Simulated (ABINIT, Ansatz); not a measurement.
**A GW run on SnF4 (I4/mmm) in ABINIT, with inputs changed**

Aim: change inputs of a GW run on SnF4 (I4/mmm) and see what moves.

Method: PBEsol and many-body steps on it, plane waves, in ABINIT 10.8.3.

### Step 1. The structure

The structure is tetragonal, space group I4/mmm (No. 139). The conventional cell has a = 4.050 Å, b = 4.050 Å, c = 7.930 Å, α = 90.00°, β = 90.00°, γ = 90.00°. Nearest to Sn lie 6 F at 1.88 to 2.03 Å. F has 1 Sn at 1.88 Å nearest. Nearest to F lie 2 Sn at 2.03 Å. Farther neighbours and most contacts between anions are not listed.

The cell and positions come from the Crystallography Open Database and are kept as given unless a step says otherwise.

### Step 2. Screening, 4×4×4 mesh, 104 bands, screening to 141.5 eV

This step: ABINIT 10.8.3; RPA screening on PBEsol, plane waves, norm-conserving pseudopotentials.

The RPA dielectric matrix is built and inverted for each q.

The input, run.abi:

```
acell 3*1.0 Angstrom
rprim 
  -2.025000000000 2.025000000000 3.965000000000
  2.025000000000 -2.025000000000 3.965000000000
  2.025000000000 2.025000000000 -3.965000000000
ntypat 2
znucl 50 9
natom 5
typat 1 2 2 2 2
xred 
  0.000000000000 0.000000000000 0.000000000000
  0.237000000000 0.237000000000 0.000000000000
  0.763000000000 0.763000000000 0.000000000000
  0.500000000000 0.000000000000 0.500000000000
  0.000000000000 0.500000000000 0.500000000000
pp_dirpath "pseudos"
pseudos "Sn.upf, F.upf"
ecut 38
ngkpt 4 4 4
nshiftk 1
shiftk 0 0 0
kptopt 1
chksymbreak 0
istwfk *1
occopt 1
irdwfk 1
optdriver 3
nband 104
ecuteps 5.2
inclvkb 2
awtr 1
symchi 1
indata_prefix "in"
outdata_prefix "out"
tmpdata_prefix "tmp"
```

On the command line:

```
> OMP_NUM_THREADS=1 mpirun -n 8 abinit run.abi > log
```

Log:

```text
.Version 10.8.3 of ABINIT. v10.8.2 released Aug 2026.

 Symmetries : space group I4/m m m (#139); Bravais tI (body-center tetrag.)
[... echo of the input left out ...]
== DATASET  1 ==================================================================
-   mpi_nproc: 8, omp_nthreads: 1 (-1 if OMP is not activated)

--- !DatasetInfo
iteration_state: {dtset: 1, }
dimensions: {natom: 5, nkpt: 13, mband: 104, nsppol: 1, nspinor: 1, nspden: 1, mpw: 4928, }
cutoff_energies: {ecut:  38.0, pawecutdg:  -1.0, }
electrons: {nelect:   5.00000000E+01, charge:   0.00000000E+00, occopt:   1.00000000E+00, tsmear:   1.00000000E-02, }

 SCREENING: Calculation of the susceptibility and dielectric matrices

 Based on a program developped by R.W. Godby, V. Olevano, G. Onida, and L. Reining.
 Incorporated in ABINIT by V. Olevano, G.-M. Rignanese, and M. Torrent.
.Using double precision arithmetic ; gwpc =  8

[... cell and pseudopotentials left out ...]
--------------------------------------------------------------------------------

 ==== K-mesh for the wavefunctions ====
 Number of points in the irreducible wedge :    13
[... list of points left out ...]
 Together with 16 symmetry operations and time-reversal symmetry
 yields    64 points in the full Brillouin Zone.

 ==== Q-mesh for the screening function ====
 Number of points in the irreducible wedge :    13
[... list of points left out ...]
 Together with 16 symmetry operations and time-reversal symmetry
 yields    64 points in the full Brillouin Zone.

 setmesh: FFT mesh size selected  =    45x   45x   45
          total number of points  =        91125

 vcoul_init : cutoff-mode = AUXILIARY_FUNCTION
 q-points for optical limit:   1
     1)      0.000010    0.000020    0.000030

- screening: taking advantage of time-reversal symmetry
- Maximum band index for partially occupied states nbvw = 25
- Remaining bands to be divided among processors   nbcw = 79
- Number of bands treated by each node ~9

 Number of electrons calculated from density =   50.0000; Expected =   50.0000
 average of density, n =  0.113925
 r_s =    1.2797
 omega_plasma =   32.5586 [eV]

 calculating chi0 at frequencies [eV] :
  1    0.000000E+00    0.000000E+00
  2    0.000000E+00    3.255860E+01

--------------------------------------------------------------------------------
  q-point number  1        q = ( 0.000000, 0.000000, 0.000000) [r.l.u.]
--------------------------------------------------------------------------------
[... chi0 elements left out ...]
 For q-point:  0.000010 0.000020 0.000030
  dielectric constant =   2.3883
  dielectric constant without local fields =   2.5005

  Average fulfillment of the sum rule on Im[epsilon] for q-point    1 :     44.82  [%]
[... wings left out ...]
  q-point number  2        q = ( 0.250000, 0.000000, 0.000000) [r.l.u.]
--------------------------------------------------------------------------------
[... chi0 elements left out ...]
  Average fulfillment of the sum rule on Im[epsilon] for q-point    2 :     57.06  [%]

 [... 11 further q-points ...]
```

Run time: 9.1 min. Hardware: 8 MPI ranks of Arm Neoverse N1, shared host; peak memory 6.1 GiB.

This step gave:

```yaml
eps_infinity_with_local_fields_on_this_mesh_along_the_program_s_q_direction: 2.388
the_same_without_local_fields: 2.501
plasma_frequency: 32.56 eV
plane_waves_in_the_screening_matrix: 251
```

Local fields lower ε∞ by 4 %.

### Step 3. Base

The self-energy is evaluated for the states that the input lists, and the levels follow from it, in one-shot runs by the linearised quasiparticle equation.

This step: G0W0 on PBEsol, plane waves, norm-conserving pseudopotentials.

run.abi: that of step 2 with these lines changed.

```diff
@@ -26,8 +26,17 @@
 irdwfk 1
-optdriver 3
+optdriver 4
 nband 104
+gwcalctyp 0
+ecutsigx 38
+symsigma 1
+nkptgw 2
+kptgw 
+  0.5000000000 0.5000000000 0.0000000000
+  0.0000000000 0.0000000000 0.0000000000
+bdgw 
+  24 27
+  24 27
 ecuteps 5.2
-inclvkb 2
-awtr 1
-symchi 1
+irdscr 1
+ppmodel 1
 indata_prefix "in"
```

Log:

```text
.Version 10.8.3 of ABINIT. v10.8.2 released Aug 2026.

 Symmetries : space group I4/m m m (#139); Bravais tI (body-center tetrag.)
[... echo of the input left out ...]
== DATASET  1 ==================================================================
-   mpi_nproc: 8, omp_nthreads: 1 (-1 if OMP is not activated)

--- !DatasetInfo
iteration_state: {dtset: 1, }
dimensions: {natom: 5, nkpt: 13, mband: 104, nsppol: 1, nspinor: 1, nspden: 1, mpw: 4928, }
cutoff_energies: {ecut:  38.0, pawecutdg:  -1.0, }
electrons: {nelect:   5.00000000E+01, charge:   0.00000000E+00, occopt:   1.00000000E+00, tsmear:   1.00000000E-02, }

 SIGMA: Calculation of the GW corrections

 Based on a program developped by R.W. Godby, V. Olevano, G. Onida, and L. Reining.
 Incorporated in ABINIT by V. Olevano, G.-M. Rignanese, and M. Torrent.
.Using double precision arithmetic ; gwpc =  8

[... cell and pseudopotentials left out ...]
--------------------------------------------------------------------------------

 ==== K-mesh for the wavefunctions ====
 Number of points in the irreducible wedge :    13
[... list of points left out ...]
 Together with 16 symmetry operations and time-reversal symmetry
 yields    64 points in the full Brillouin Zone.

 ==== Q-mesh for screening function ====
 Number of points in the irreducible wedge :    13
[... list of points left out ...]
 Together with 16 symmetry operations and time-reversal symmetry
 yields    64 points in the full Brillouin Zone.

 vcoul_init : cutoff-mode = AUXILIARY_FUNCTION
 q-points for optical limit:   1
     1)      0.000010    0.000020    0.000030
 setmesh: FFT mesh size selected  =    72x   72x   72
          total number of points  =       373248

 Number of electrons calculated from density =   50.0000; Expected =   50.0000
 average of density, n =  0.113925
 r_s =    1.2797
 omega_plasma =   32.5586 [eV]

 === KS Band Gaps ===
  >>>> For spin  1
   Minimum direct gap =   3.6497 [eV], located at k-point      :   0.0000  0.0000  0.0000
   Fundamental gap    =   3.4121 [eV], Top of valence bands at :   0.5000  0.5000  0.0000
                                       Bottom of conduction at :   0.0000  0.0000  0.0000
 SIGMA fundamental parameters:
 PLASMON POLE MODEL  1
 number of plane-waves for SigmaX                 4917
 number of plane-waves for SigmaC and W            251
 number of plane-waves for wavefunctions          4917
 number of bands                                   104
 number of independent spin polarizations            1
 number of spinorial components                      1
 number of k-points in IBZ                          13
 number of q-points in IBZ                          13
 number of symmetry operations                      16
 number of k-points in BZ                           64
 number of q-points in BZ                           64
 number of frequencies for dSigma/dE                 9
 frequency step for dSigma/dE [eV]                0.25
 number of omega for Sigma on real axis              0
 max omega for Sigma on real axis  [eV]           0.00
 zcut for avoiding poles [eV]                     0.10

 EPSILON^-1 parameters (SCR file):
 dimension of the eps^-1 matrix on file            251
 dimension of the eps^-1 matrix used               251
 number of plane-waves for wavefunctions          4917
 number of bands                                   104
 number of q-points in IBZ                          13
 number of frequencies                               2
 number of real frequencies                          1
 number of imag frequencies                          1

 matrix elements of self-energy operator (all in [eV])

 Perturbative Calculation

--- !SelfEnergy_ee
iteration_state: {dtset: 1, }
kpoint     : [   0.500,    0.500,    0.000, ]
spin       : 1
KS_gap     :    7.825
QP_gap     :   12.590
Delta_QP_KS:    4.765
data: !SigmaeeData |
     Band     E0 <VxcDFT>   SigX SigC(E0)      Z dSigC/dE  Sig(E)    E-E0       E
       24   0.387 -22.378 -30.431   5.712   0.806  -0.240 -24.266  -1.887  -1.500
       25   0.673 -22.903 -31.001   5.797   0.807  -0.240 -24.758  -1.855  -1.182
       26   8.498 -20.574 -14.213  -2.913   0.844  -0.185 -17.664   2.909  11.407
       27   9.422 -13.406  -7.759  -3.384   0.878  -0.139 -11.421   1.986  11.408

--- !SelfEnergy_ee
iteration_state: {dtset: 1, }
kpoint     : [   0.000,    0.000,    0.000, ]
spin       : 1
KS_gap     :    3.650
QP_gap     :    7.379
Delta_QP_KS:    3.729
data: !SigmaeeData |
     Band     E0 <VxcDFT>   SigX SigC(E0)      Z dSigC/dE  Sig(E)    E-E0       E
       24   0.435 -22.583 -30.616   5.727   0.806  -0.240 -24.442  -1.859  -1.424
       25   0.435 -22.583 -30.616   5.727   0.806  -0.240 -24.442  -1.859  -1.424
       26   4.085 -17.488 -13.247  -2.074   0.863  -0.159 -15.618   1.870   5.955
       27  12.318 -10.593  -5.530  -3.215   0.883  -0.133  -8.962   1.631  13.949

== END DATASET(S) ==============================================================
================================================================================

 -outvars: echo values of variables after computation  --------
           etotal      0.0000000000E+00
            nband         104
             nkpt          13
          spgroup         139
 [... the other variables as echoed above ...]

 Calculation completed.
```

Elapsed: 25 s, on 8 MPI ranks; peak memory 4.5 GiB.

This step gave:

* G0W0 gap on the points computed: 7.137 eV
* starting gap on the mesh: 3.412 eV
* k of the valence top: 0.5, 0.5, 0
* k of the conduction bottom: 0, 0, 0
* Z at the valence top: 0.807
* Z at the conduction bottom: 0.863
* least direct G0W0 gap on the computed points: 7.379 eV

The gap on the mesh goes from 3.41 eV to 7.14 eV, a correction of +3.72 eV.

### Step 4. Scissors in G

run.abi: that of step 3 with these lines changed.

```diff
@@ -41,2 +41,3 @@
 ppmodel 1
+mbpt_sciss 1.0 eV
 indata_prefix "in"
```

Log:

```text
.Version 10.8.3 of ABINIT. v10.8.2 released Aug 2026.

 Symmetries : space group I4/m m m (#139); Bravais tI (body-center tetrag.)
[... echo of the input left out ...]
== DATASET  1 ==================================================================
-   mpi_nproc: 8, omp_nthreads: 1 (-1 if OMP is not activated)

--- !DatasetInfo
iteration_state: {dtset: 1, }
dimensions: {natom: 5, nkpt: 13, mband: 104, nsppol: 1, nspinor: 1, nspden: 1, mpw: 4928, }
cutoff_energies: {ecut:  38.0, pawecutdg:  -1.0, }
electrons: {nelect:   5.00000000E+01, charge:   0.00000000E+00, occopt:   1.00000000E+00, tsmear:   1.00000000E-02, }

 SIGMA: Calculation of the GW corrections

 Based on a program developped by R.W. Godby, V. Olevano, G. Onida, and L. Reining.
 Incorporated in ABINIT by V. Olevano, G.-M. Rignanese, and M. Torrent.
.Using double precision arithmetic ; gwpc =  8

[... cell and pseudopotentials left out ...]
--------------------------------------------------------------------------------

 ==== K-mesh for the wavefunctions ====
 Number of points in the irreducible wedge :    13
[... list of points left out ...]
 Together with 16 symmetry operations and time-reversal symmetry
 yields    64 points in the full Brillouin Zone.

 ==== Q-mesh for screening function ====
 Number of points in the irreducible wedge :    13
[... list of points left out ...]
 Together with 16 symmetry operations and time-reversal symmetry
 yields    64 points in the full Brillouin Zone.

 vcoul_init : cutoff-mode = AUXILIARY_FUNCTION
 q-points for optical limit:   1
     1)      0.000010    0.000020    0.000030
 setmesh: FFT mesh size selected  =    72x   72x   72
          total number of points  =       373248

 Number of electrons calculated from density =   50.0000; Expected =   50.0000
[...]
max omega for Sigma on real axis  [eV]           0.00
 zcut for avoiding poles [eV]                     0.10
 scissor energy [eV]                              1.00

 EPSILON^-1 parameters (SCR file):
 dimension of the eps^-1 matrix on file            251
 dimension of the eps^-1 matrix used               251
 number of plane-waves for wavefunctions          4917
 number of bands                                   104
 number of q-points in IBZ                          13
 number of frequencies                               2
 number of real frequencies                          1
 number of imag frequencies                          1

 matrix elements of self-energy operator (all in [eV])

 Perturbative Calculation

--- !SelfEnergy_ee
iteration_state: {dtset: 1, }
kpoint     : [   0.500,    0.500,    0.000, ]
spin       : 1
KS_gap     :    7.825
QP_gap     :   12.703
Delta_QP_KS:    4.878
data: !SigmaeeData |
     Band     E0 <VxcDFT>   SigX SigC(E0)      Z dSigC/dE  Sig(E)    E-E0       E
       24   0.387 -22.378 -30.431   5.730   0.807  -0.240 -24.252  -1.874  -1.487
       25   0.673 -22.903 -31.001   5.815   0.807  -0.239 -24.745  -1.842  -1.169
       26   8.498 -20.574 -14.213  -2.951   0.845  -0.183 -17.538   3.036  11.534
[...]
--- !SelfEnergy_ee
iteration_state: {dtset: 1, }
kpoint     : [   0.000,    0.000,    0.000, ]
spin       : 1
KS_gap     :    3.650
QP_gap     :    7.465
Delta_QP_KS:    3.816
data: !SigmaeeData |
     Band     E0 <VxcDFT>   SigX SigC(E0)      Z dSigC/dE  Sig(E)    E-E0       E
[...]
26   4.085 -17.488 -13.247  -2.119   0.865  -0.156 -15.518   1.970   6.055
       27  12.318 -10.593  -5.530  -3.227   0.883  -0.133  -8.854   1.739  14.057

== END DATASET(S) ==============================================================
================================================================================

 -outvars: echo values of variables after computation  --------
           etotal      0.0000000000E+00
            nband         104
             nkpt          13
          spgroup         139
 [... the other variables as echoed above ...]

 Calculation completed.
```

It took 25 s on 8 MPI ranks; peak memory 4.5 GiB.

Numbers from this step:

* G0W0 gap on the points computed: 7.224 eV
* starting gap on the mesh: 3.412 eV
* k of the valence top: 0.5, 0.5, 0
* k of the conduction bottom: 0, 0, 0
* Z at the valence top: 0.807
* Z at the conduction bottom: 0.865
* least direct G0W0 gap on the computed points: 7.465 eV

### Step 5. Point off the mesh

run.abi: that of step 4 with these lines changed.

```diff
@@ -31,9 +31,7 @@
 symsigma 1
-nkptgw 2
+nkptgw 1
 kptgw 
-  0.5000000000 0.5000000000 0.0000000000
-  0.0000000000 0.0000000000 0.0000000000
+  0.137 0.291 0
 bdgw 
-  24 27
-  24 27
+  25 26
 ecuteps 5.2
@@ -41,3 +39,2 @@
 ppmodel 1
-mbpt_sciss 1.0 eV
 indata_prefix "in"
```

Log:

```text
.Version 10.8.3 of ABINIT. v10.8.2 released Aug 2026.

 Symmetries : space group I4/m m m (#139); Bravais tI (body-center tetrag.)
================================================================================
 Values of the parameters that define the memory need of the present run
     intxc =       0    ionmov =       0      iscf =       7    lmnmax =       6
     lnmax =       6     mgfft =      54  mpssoang =       3    mqgrid =    3001
     natom =       5  nloc_mem =       1    nspden =       1   nspinor =       1
    nsppol =       1      nsym =      16    n1xccc =    2501    ntypat =       2
    occopt =       1   xclevel =       2
-    mband =         104        mffmem =           1         mkmem =           2
       mpw =        4928          nfft =      157464          nkpt =          13
================================================================================
  Rough estimation (10% accuracy) of disk space for files :
================================================================================

--------------------------------------------------------------------------------
------------- Echo of variables that govern the present computation ------------
--------------------------------------------------------------------------------
 -outvars: echo values of preprocessed input variables --------
            acell      1.8897261259E+00  1.8897261259E+00  1.8897261259E+00 Bohr

             bdgw          25      26
      chksymbreak           0
             ecut      3.80000000E+01 Hartree
          ecuteps      5.20000000E+00 Hartree
         ecutsigx      3.80000000E+01 Hartree
          ecutwfn      3.80000000E+01 Hartree
-          fftalg         312
           irdscr           1
           irdwfk           1

              ixc     -116133
[...]
- Sn Generated using ONCVPSP code by D. R. Hamann
- 50.00000  22.00000  180301                  znucl, zion, pspdat
12 -116133 2 -1 1628                          pspcod,pspxc,lmax,lloc,mmax
     nproj     2     2     2
  pspatm : epsatm=   27.40034533
         --- l  ekb(1:nproj) -->
[...]
pspatm: atomic psp has been read  and splines computed

- F Generated using ONCVPSP code by D. R. Hamann
-  9.00000   7.00000  180301                  znucl, zion, pspdat
12 -116133 2 -1 832                           pspcod,pspxc,lmax,lloc,mmax
     nproj     2     2     1
  pspatm : epsatm=    4.89824381
         --- l  ekb(1:nproj) -->
             0    6.506434    1.065875
             1   -3.978753   -1.295852
             2   -2.394754
 pspatm: atomic psp has been read  and splines computed

   2.34966603E+03                                ecore*ucvol(ha*bohr**3)
--------------------------------------------------------------------------------

 ==== K-mesh for the wavefunctions ====
 Number of points in the irreducible wedge :    13
 Reduced coordinates and weights :

     1)     0.00000000E+00  0.00000000E+00  0.00000000E+00       0.01563
     2)     2.50000000E-01  0.00000000E+00  0.00000000E+00       0.12500
     3)     5.00000000E-01  0.00000000E+00  0.00000000E+00       0.06250
[...]
12)    -2.50000000E-01 -2.50000000E-01  2.50000000E-01       0.03125
    13)     5.00000000E-01  5.00000000E-01  5.00000000E-01       0.01563

 Together with 16 symmetry operations and time-reversal symmetry
 yields    64 points in the full Brillouin Zone.

--- !ERROR
message: |
    k-point [ 1.3700E-01,  2.9100E-01,  0.0000E+00]  not in the list of k points treated in the preparatory SCF run.
     Change kptgw, or shiftk of previous run.

--- !ERROR
message: |
    k-point [ 1.3700E-01,  2.9100E-01,  0.0000E+00]  not in the list of k points treated in the preparatory SCF run.
     Change kptgw, or shiftk of previous run.

--- from the log ---
k-point [ 1.3700E-01,  2.9100E-01,  0.0000E+00]  not in the list of k points treated in the preparatory SCF run.
     Change kptgw, or shiftk of previous run.
```

Elapsed: 2.9 s, on 8 MPI ranks; peak memory 0.06 GiB.

The run stopped with an error after 2.9 s.

The program's words: k-point [ 1.3700E-01,  2.9100E-01,  0.0000E+00]  not in the list of k points treated in the preparatory SCF run. Change kptgw, or shiftk of previous run.

The fault put into this input: point off the mesh.

### Step 6. Side by side

Times are wall times on 8 MPI ranks of Arm Neoverse N1, shared host, good to a factor of about two. A run's time includes the screening step that it read.

```csv
run,mesh,bands,screening cutoff (eV),DFT gap (eV),gap on the mesh (eV),direct (eV),ε∞ used,time
base,4×4×4,104,141.5,3.412,7.137,7.379,2.39,9.5 min
scissors in G,4×4×4,104,141.5,3.412,7.224,7.465,2.39,9.5 min
```

### Step 7. What came out

```
base          : 7.137 eV
scissors in G : 7.224 eV
known limits  : not at the basis limit; no spin-orbit coupling
```

**Reading.** Scissors in G: +0.087 eV against base (keys changed: mbpt_sciss). Bands and cutoff are finite, so the gap is not at the basis limit. The miss can reach some tenths of an eV and take either sign; the mesh is an error of its own. In the G0W0 runs levels were corrected at 2 k points alone, so a gap called «on the mesh» is the least over those, and an edge elsewhere would be missed. The many-body steps are scalar-relativistic: spin-orbit coupling is not in them.

[Paths, hosts, dates, memory and timing lines, banners, echoed tables and standing remarks are left out of the program output.]

[Logs are printed without paths, hosts, clocks, repeated set-up lines and the standing remarks that a program may print on its own settings, such as how far it seeks lower states.]

[Runs of the session that timed out or met a known fault of the program may be left out.]

[Hosts, paths, dates, database ids (printed as entryN), source tags and the programs' standing remarks are cut or masked in the printed files.]

[G0W0 gaps are taken among the corrected bands and points alone; a level outside them can change the order at an edge.]

[Where Ansatz stands beside ABINIT at settings called matched, ABINIT's density can come from a denser mesh and the files from another edition; pairs whose starting gaps differed by over 0.03 eV were left out, so agreement reads better than it is.]
